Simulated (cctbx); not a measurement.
## What is wrong with this refinement?

Cell a = 6.8890 Å, b = 4.1080 Å, c = 7.5160 Å, α = 90.00°, β = 90.00°, γ = 90.00°; space group Pnma (no. 62). The compound is SmCuAs.

The data are simulated with cctbx, not measured: Ga Kα, λ = 1.3414 Å, to d = 0.8 Å, 50 % of the full sphere, strongest reflection 5000 counts, noise from counting, a 2 % proportional error and a noise floor of 15 counts (s.d.); no absorption, and some extinction, which the refinements don't model.

An isotropic refinement with weights 1/σ² prints:

```text
Rint 0.059, 234 unique reflections to 0.80 A
cycle     R1     wR2    GooF  max shift (A)
   1  0.2699  0.5088  10.025   0.09162
  12  0.0293  0.0495   0.975   0.00315
final R1 0.0288 wR2 0.0483 GooF 0.952  parameters 13  data/parameter 18.0
atom        x        y        z      Ueq    occ   su(xyz)  su(Uiso or U11)
Sm1    0.98578  0.75000  0.18407   0.0115  1.000  0.00012  0.0002
As1    0.71667  0.75000  0.88538   0.0162  1.000  0.00029  0.0004
Cu1    0.85763  0.75000  0.56469   0.0164  1.000  0.00036  0.0006
Cu2    0.10679  0.47952  0.61493   1.0000  1.000  0.01498  0.1023
difference map: max 3.38 min -2.77 rms 0.72
Q1    0.1472  0.7500  0.1596    4    3.60  1.13 A from Sm1
Q2    0.1472  0.7500  0.0169    4    2.94  1.57 A from Cu1
Q3    0.1786  0.2500  0.5957    4    2.36  1.07 A from Cu2
Q4    0.2450  0.2500  0.7705    4    2.32  1.63 A from Sm1
Q5    0.0568  0.7500  0.9020    4    2.15  2.09 A from Cu1
Q6    0.0567  0.2500  0.8667    4    2.13  0.48 A from Sm1
```

Q: Accept it or mend it, and why?

Mend it. The fault: spurious atom: Cu2. Against the right model at the same level, R1 goes from 0.0293 to 0.0288 and GooF from 0.95 to 0.95 and Cu2 takes U = the program's ceiling. A site with no density behind it hides by a very large U or drifts. The fit had not settled when the cycles ran out.

The compound is SmCuAs. The right model at the same level gives:

```text
Rint 0.059, 234 unique reflections to 0.80 A
cycle     R1     wR2    GooF  max shift (A)
   1  0.1960  0.3423   6.684   0.10771
   2  0.0293  0.0487   0.950   0.00001
final R1 0.0293 wR2 0.0487 GooF 0.950  parameters 9  data/parameter 26.0
atom        x        y        z      Ueq    occ   su(xyz)  su(Uiso or U11)
Sm1    0.98577  0.75000  0.18406   0.0115  1.000  0.00012  0.0002
As1    0.71655  0.75000  0.88547   0.0162  1.000  0.00028  0.0004
Cu1    0.85779  0.75000  0.56454   0.0165  1.000  0.00036  0.0006
difference map: max 3.12 min -2.93 rms 0.71
Q1    0.1475  0.7500  0.1590    4    3.32  1.13 A from Sm1
Q2    0.1469  0.7500  0.0162    4    2.95  1.57 A from Cu1
Q3    0.1625  0.2500  0.5982    4    2.60  1.23 A from Cu1
Q4    0.0574  0.7500  0.9027    4    2.33  2.08 A from Cu1
Q5    0.0580  0.2500  0.8671    4    2.27  0.49 A from Sm1
Q6    0.2419  0.2500  0.7676    4    2.24  1.61 A from Sm1
```

This is a model crystal, built by substitution and not relaxed, with assumed displacement parameters.

[Middle refinement cycles are left out of these outputs.]

[Logs are printed without paths, hosts, clocks, repeated set-up lines and the standing remarks that a program may print on its own settings, such as how far it seeks lower states.]
